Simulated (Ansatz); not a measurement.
# ZnS (Wurtzite-2H, P6_3mc): zone-centre modes under pressure, part 2 of 3

Aim: how do the optical modes of ZnS (Wurtzite-2H, P6_3mc) move with volume?

Ansatz 0.2.0; DFT LDA, scalar-relativistic, plane waves, PAW; PAW set soft_1.

So far. Step 3 (Tight relaxation): The largest force component left is 0.24 meV/Å and the pressure is -0.003 GPa, within the tolerances set. The cell now holds 18.58 Å³/atom.

The database entry behind the starting cell differs from later determinations by our own check (about 0.4 % short), so it need not match the best structure at ambient conditions.

### 4. Zone-centre response at rest

The modes at rest are the reference of the series, and the response to a field gives the dielectric tensor and the Born charges.

The input, input.yaml:

```yaml
crystal:
  lattice:
    - [3.7381578269, 0.0, 0.0]
    - [-1.8690789135, 3.2373396415, 0.0]
    - [0.0, 0.0, 6.1428450306]
  atoms:
    - { symbol: S, position: [0.3333333333, 0.6666666667, 0.3794072644] }
    - { symbol: S, position: [0.6666666667, 0.3333333333, 0.8794072644] }
    - { symbol: Zn, position: [0.3333333333, 0.6666666667, 0.0055927356] }
    - { symbol: Zn, position: [0.6666666667, 0.3333333333, 0.5055927356] }
kpoints:
  mp_grid: { grid: [12, 12, 8] }
hamiltonian:
  xc: lda
  pseudopotentials: { kind: paw, azcp: { folder: soft_1 }, xc_functional: pbe }
scf:
  occupations: { method: fixed }
output:
  eigenvalues: true
phonons:
  method: dfpt
  dielectric: true
  rigid_motions: translations
  raman: true
```

On the command line:

```
> ansatz run input.yaml --threads 8 --pin off --max-ram 16384MiB --backend cpu --events-out ev --progress --plain --runs-dir out
```

Numbers of over 12 decimals in the logs are rounded to 6 here.

Log:

```text
[...]
Crystal: 4 atoms, lattice volume = 74.339 Å³
Basis set: ecut = 420 eV, 1449 PW (Γ), exchange–correlation on 50×50×96 points (8 copies of the dense FFT grid, shifted against one another)
Bands: 22, of which v1, the nominal top of the filled ones, is band 18 counted from 1 (17 counted from 0)
Symmetry: 12 space group operations
k-points: 320 of 1152 (irreducible under 2 space group operations, time reversal used)
[...]
SCF iter   1: F=—  HF=-8235.082232 eV  |F-HF|=—  |Δ(HF+E_count)|=         —  Δρ=3.82e-2  dr2=6.78e-1  ethr=3.10e-3  ⟨swp⟩=5.0  Hψ=34841  notcnv=0  defer=612
[...]
SCF iter  10: F=-8234.872515 eV  HF=-8234.872515 eV  |F-HF|=1.09e-11  |Δ(HF+E_count)|=  4.58e-10  Δρ=3.31e-7  dr2=6.55e-11  ethr=1.00e-12  ⟨swp⟩=8.5  Hψ=58918  notcnv=0
SCF 1 converged in 10 iterations: F = -8234.872515 eV  dr2 = 6.55e-11
[...]
DFPT response loops at Γ: preconditioner auto → Resta (q_TF=auto, 2.418 Å⁻¹)  ε∞=5.2 (no band partly filled); β = 1.00, the filter's whole step (`scf.mixing.beta` (0.50) is not read by the response loops at its default; to damp them type it under 1.00, their step now; it binds the ground state too); Broyden in place of MSR1
── the response to a field inside a basis, on 12×12×8 k-points: an SCF that follows is theirs, and a resumed run solves both again ──
Bands: 19, of which v1, the nominal top of the filled ones, is band 18 counted from 1 (17 counted from 0)
k-points: 168
[...]
Eigensolver: Dense (168 Hₖ)
SCF iter   1: F=—  HF=-8234.869789 eV  |F-HF|=—  |Δ(HF+E_count)|=         —  Δρ=1.42e-4  dr2=2.27e-6  ethr=1.00e-1
[...]
SCF iter   6: F=-8234.869789 eV  HF=-8234.869789 eV  |F-HF|=0.00e0  |Δ(HF+E_count)|=  3.82e-11  Δρ=1.63e-7  dr2=1.70e-11  ethr=1.54e-12
SCF 1 converged in 6 iterations: F = -8234.869789 eV  dr2 = 1.70e-11
[...]
SCF converged after 10 iterations
Free energy (F): -8234.872515 eV
[...]
Internal energy: -8234.872515 eV  (E = F + TS)
E sigma→0 (E₀):  -8234.872515 eV
Fermi energy:    6.314156 eV
[...]
--- Band table (eV; the first three rows and the last of 320) ---
  k-point 0: bands = [... 14 lower, 5.3240, 6.2107, 6.3142, 6.3142, 8.5001, 9.3041, 12.4038, 12.4038]
  k-point 1: bands = [... 14 lower, 5.3583, 5.8276, 6.2723, 6.2723, 8.8359, 9.3443, 12.4267, 12.4267]
  k-point 2: bands = [... 14 lower, 5.4571, 5.4571, 6.1553, 6.1553, 9.4329, 9.4611, 12.3546, 12.5049]
  k-point 319: bands = [... 14 lower, 3.4891, 3.4891, 4.6831, 4.6831, 10.6358, 10.6358, 12.5182, 12.5182]
--- Phonons (Γ-DFPT): 4 representative perturbations + reference, on 320 of 1152 k-points (Σ response iterations 12) ---
  k mesh reduced under 2 symmetry operations, with k and −k counted as one. Each operation leaves every solved perturbation unchanged. A smaller set is not considered because the run solves the response to a homogeneous field
  ASR residual: 2.292e-4 → 0.000e0 eV/Å²; symmetrization residual: 1.408e-5 eV/Å²
  ASR residual per site (eV/Å²): 1.24e-4 1.24e-4 2.29e-4 2.29e-4
  Γ frequencies (cm⁻¹): 0.00 0.00 0.00 70.57 70.57 199.81 289.37 293.46 293.46 299.12 299.12 348.89
  ε∞ (high-frequency dielectric tensor):
        6.059627    -0.000000     0.000000
       -0.000000     6.059627     0.000000
        0.000000     0.000000     6.194175
  ε⁰ (static dielectric tensor: ions relaxed, cell fixed):
        8.458855    -0.000000     0.000000
       -0.000000     8.458855     0.000000
        0.000000     0.000000     8.960065
  ε⁰ − ε∞ (ionic part):
        2.399228    -0.000000     0.000000
       -0.000000     2.399228     0.000000
        0.000000     0.000000     2.765890
  softest optical mode at Γ: 70.57 cm⁻¹; the repairs (sum rule, projections) moved no ω² at Γ by more than (1.58 cm⁻¹)²
  Born effective charges Z* (e; rows j = field, columns β = displacement):
    site 0:
        -1.83230    0.00000    0.00000
         0.00000   -1.83230    0.00000
        -0.00000    0.00000   -1.93993
    site 1:
        -1.83230    0.00000   -0.00000
         0.00000   -1.83230   -0.00000
         0.00000   -0.00000   -1.93993
    site 2:
         1.83230   -0.00000   -0.00000
        -0.00000    1.83230    0.00000
        -0.00000    0.00000    1.93993
    site 3:
         1.83230   -0.00000    0.00000
        -0.00000    1.83230   -0.00000
         0.00000   -0.00000    1.93993
  Z* charge neutrality: 9.752e-4 e pre-enforcement
  solved inside a basis spanned on kpoints, on 12×12×8 k-points transformed towards the longest dipole: ε∞ is read to err by 2.0e-2, Z* by 1.4e-2 e (field_mesh: kpoints solves on kpoints); Z* is corrected for what the basis lacks
  Raman tensors (in the event stream and the table raman_tensors.tsv): an entry may err by 2.5e-2 Å², one of the second-order susceptibility by 6.7e-1 pm/V (basis, points and sum rule); their sum over the sites missed zero by 7.396e-5 Å² ahead of its enforcement
  optical modes at Γ without the LO–TO term, one row a degenerate level:
      ω (cm⁻¹)  modes    IR ((D/Å)²/amu)  static Raman (Å⁴/amu)  depolarisation
         70.57      2             0.0000                 0.0110           0.750
        199.81      1             0.0000                 0.0000               —
        289.37      1             8.0723                 1.1819           0.588
        293.46      2            14.4028                 1.9704           0.750
        299.12      2             0.0000                 3.0398           0.750
        348.89      1             0.0000                 0.0000               —
  optical modes at Γ + LO–TO along q̂ = [1.0000, 0.0000, 0.0000]:
      ω (cm⁻¹)  modes    IR ((D/Å)²/amu)  static Raman (Å⁴/amu)  depolarisation
         70.57      2             0.0000                 0.0110           0.750
        199.81      1             0.0000                 0.0000               —
        289.37      1             8.0723                 1.1819           0.588
        293.46      1             7.2014                 0.9852           0.750
        299.12      2             0.0000                 3.0398           0.750
        346.72      1             7.2014                 0.0000               —
        348.89      1             0.0000                 0.0000               —
  optical modes at Γ + LO–TO along q̂ = [0.0000, 1.0000, 0.0000]:
      ω (cm⁻¹)  modes    IR ((D/Å)²/amu)  static Raman (Å⁴/amu)  depolarisation
         70.57      2             0.0000                 0.0110           0.750
        199.81      1             0.0000                 0.0000               —
        289.37      1             8.0723                 1.1819           0.588
        293.46      1             7.2014                 0.9852           0.750
        299.12      2             0.0000                 3.0398           0.750
        346.72      1             7.2014                 0.0000               —
        348.89      1             0.0000                 0.0000               —
  optical modes at Γ + LO–TO along q̂ = [0.0000, 0.0000, 1.0000]:
      ω (cm⁻¹)  modes    IR ((D/Å)²/amu)  static Raman (Å⁴/amu)  depolarisation
         70.57      2             0.0000                 0.0110           0.750
        199.81      1             0.0000                 0.0000               —
        293.46      2            14.4028                 1.9704           0.750
        299.12      2             0.0000                 3.0398           0.750
        348.03      1             8.0723                 2.5766           0.423
        348.89      1             0.0000                 0.0000               —
```

It took 5.7 min on 8 threads of Arm Neoverse V1, shared host; peak memory 2.5 GiB.

Numbers from this step:

| Quantity | Value |
| --- | --- |
| sum-rule residual before enforcement | 2.29e-4 eV/Å² |
| miss of the charge sum rule | 9.75e-4 e |
| estimated error of the dielectric tensor | 0.02028 |
| estimated error of the Born charges | 0.01350 e |
| point group | 6mm |
| highest optical mode at the zone centre (no LO-TO term) | 348.9 cm⁻¹ |
| lowest optical zone-centre mode | 70.57 cm⁻¹ |
| mean high-frequency dielectric constant | 6.104 |
| largest Born charge (third of the trace) | -1.868 e |
| mean static dielectric constant | 8.626 |
| top of the zone-centre spectrum with the field | 348.9 cm⁻¹ |

Without the LO-TO term. Patterns of degenerate modes are one choice out of their space. The modes at Γ (shares of kinetic energy by element, %):

```
mode  frequency (cm⁻¹)  symmetry  S %  Zn %
   1               0.0  acoustic   33    67
   2               0.0  acoustic   33    67
   3               0.0  acoustic   33    67
   4              70.6        E2   26    74
   5              70.6        E2   26    74
   6             199.8        B1    4    96
   7             289.4        A1   67    33
   8             293.5        E1   67    33
   9             293.5        E1   67    33
  10             299.1        E2   74    26
  11             299.1        E2   74    26
  12             348.9        B1   96     4
```

Displacements in mode 4 (70.6 cm⁻¹), the largest set to 1:
```
S1   0.84  0.00  0.00
S2  -0.84  0.00  0.00
Zn3 -1.00  0.00  0.00
Zn4  1.00  0.00  0.00
```

Displacements in mode 12 (348.9 cm⁻¹), the largest set to 1:
```
S1   0.00  0.00 -1.00
S2   0.00  0.00  1.00
Zn3  0.00  0.00  0.14
Zn4  0.00  0.00 -0.14
```

Optical modes at the zone centre, without and with the macroscopic field of the longitudinal modes; each column is sorted by frequency, so a row need not hold one and the same mode. Modes with and without the field, by row:

```
rank among optical modes  no field (cm⁻¹)  q along (1, 0, 0) (cm⁻¹)  q along (0, 0, 1) (cm⁻¹)
                       1             70.6                      70.6                      70.6
                       2             70.6                      70.6                      70.6
                       3            199.8                     199.8                     199.8
                       4            289.4                     289.4                     293.5
                       5            293.5                     293.5                     293.5
                       6            293.5                     299.1                     299.1
                       7            299.1                     299.1                     299.1
                       8            299.1                     346.7                       348
                       9            348.9                     348.9                     348.9
```

Born charge (rows field, columns displacement) (e), principal values of the symmetric part by kind of site:

```
atom  atoms with these values    low  middle   high   mean
  S1                        2  -1.94   -1.83  -1.83  -1.87
 Zn3                        2   1.83    1.83   1.94   1.87
```

In full for Zn3:

```
1.83 0.00 0.00
0.00 1.83 0.00
0.00 0.00 1.94
```

High-frequency dielectric tensor:

```
6.06 0.00 0.00
0.00 6.06 0.00
0.00 0.00 6.19
```

Static dielectric tensor (ions relaxed, fixed cell):

```
8.46 0.00 0.00
0.00 8.46 0.00
0.00 0.00 8.96
```

Transverse modes. Lines of the infrared spectrum (strongest = 100):

```
position (cm⁻¹)  label  relative intensity
             71     E2                 0.0
            200     B1                 0.0
            289     A1                  56
            294     E1                 100
            299     E2                 0.0
            349     B1                 0.0
```

Activity x (w_L - w)^4 (n + 1)/w, 532 nm, 300 K; the tensors are static ones, while 532 nm light lies above the computed direct gap, where resonance would change the heights; modes without the macroscopic field alone. Raman lines, with heights relative to the strongest:

```
position (cm⁻¹)  label  relative intensity
             71     E2                 4.3
            200     B1                 0.0
            289     A1                  41
            294     E1                  67
            299     E2                 100
            349     B1                 0.0
```

Before it was imposed, the acoustic sum rule was missed by 2.3e-4 eV/Å² and the charge sum rule by 9.8e-4 e. Small misses are needed for a sound result but don't prove that mesh and cutoff are converged. The lowest optical mode is real, 70.6 cm⁻¹.

### 5. A member of the series: 1.06 times the volume at rest

The cell is set to 1.06 times the volume at rest, and shape and atoms relax at that volume.

input.yaml, the sections that differ from step 4:

```yaml
crystal:
  lattice:
    - [3.8131214082, 0.0, 0.0]
    - [-1.9065607041, 3.3022600072, 0.0]
    - [0.0, 0.0, 6.2579116168]
  atoms:
    - { symbol: S, position: [0.3333333333, 0.6666666667, 0.379656287] }
    - { symbol: S, position: [0.6666666667, 0.3333333333, 0.879656287] }
    - { symbol: Zn, position: [0.3333333333, 0.6666666667, 0.005343713] }
    - { symbol: Zn, position: [0.6666666667, 0.3333333333, 0.505343713] }
output:
  forces: true
  stress: true
  eigenvalues: true
relax:
  adjacent_minimum: "off"
  f_tol: 0.001
  max_steps: 60
  cell: { stress_tol: 0.01, fix: [volume] }
# kpoints, hamiltonian, scf: as in step 4
# phonons: removed
```

Log:

```text
[...]
Crystal: 4 atoms, lattice volume = 78.799 Å³
Basis set: ecut = 420 eV, 1521 PW (Γ)
Bands: 22, of which v1, the nominal top of the filled ones, is band 18 counted from 1 (17 counted from 0)
Symmetry: 12 space group operations
[...]
k-points: 95 of 1152 (time reversal used)
[...]
--- Relaxed structure (4 steps of the walk, 4 accepted, 1 SCFs on fresh bases) ---
[...]
cell:  # Å, volume = 78.7991 Å³
    - [3.813770, 0, 0.0]
    - [-1.906885, 3.302821, 0]
    - [0.0, 0, 6.255784]
  atoms:
    - { symbol: S, position: [0.333333, 0.666667, 0.379762] }
    - { symbol: S, position: [0.666667, 0.333333, 0.879762] }
    - { symbol: Zn, position: [0.333333, 0.666667, 0.00523759] }
    - { symbol: Zn, position: [0.666667, 0.333333, 0.505238] }
[key lines of the parts left out:]
SCF converged after 5 iterations
Free energy (F): -8234.807863 eV
Fermi energy:    5.527307 eV
P = ⅓ Tr σ = -4.4034 GPa (-44.034 kbar)
```

Wall time 13 s (8 threads); peak memory 0.5 GiB.

Little changed from the start: no atom moved by 0.005 Å and no cell edge by 0.1 %.

Numbers from this step:

| Item | Value |
| --- | --- |
| pressure | -4.403 GPa |
| gap on the k-mesh | 1.926 eV |
| volume per atom | 19.70 Å³ |

The largest force component left is 0.023 meV/Å, at a pressure of -4.40 GPa.

[end of part 2 of 3]

[Logs are printed without paths, hosts, clocks, repeated set-up lines and the standing remarks that a program may print on its own settings, such as how far it seeks lower states.]

[Hosts, paths, dates, database ids (printed as entryN), source tags and the programs' standing remarks are cut or masked in the printed files.]
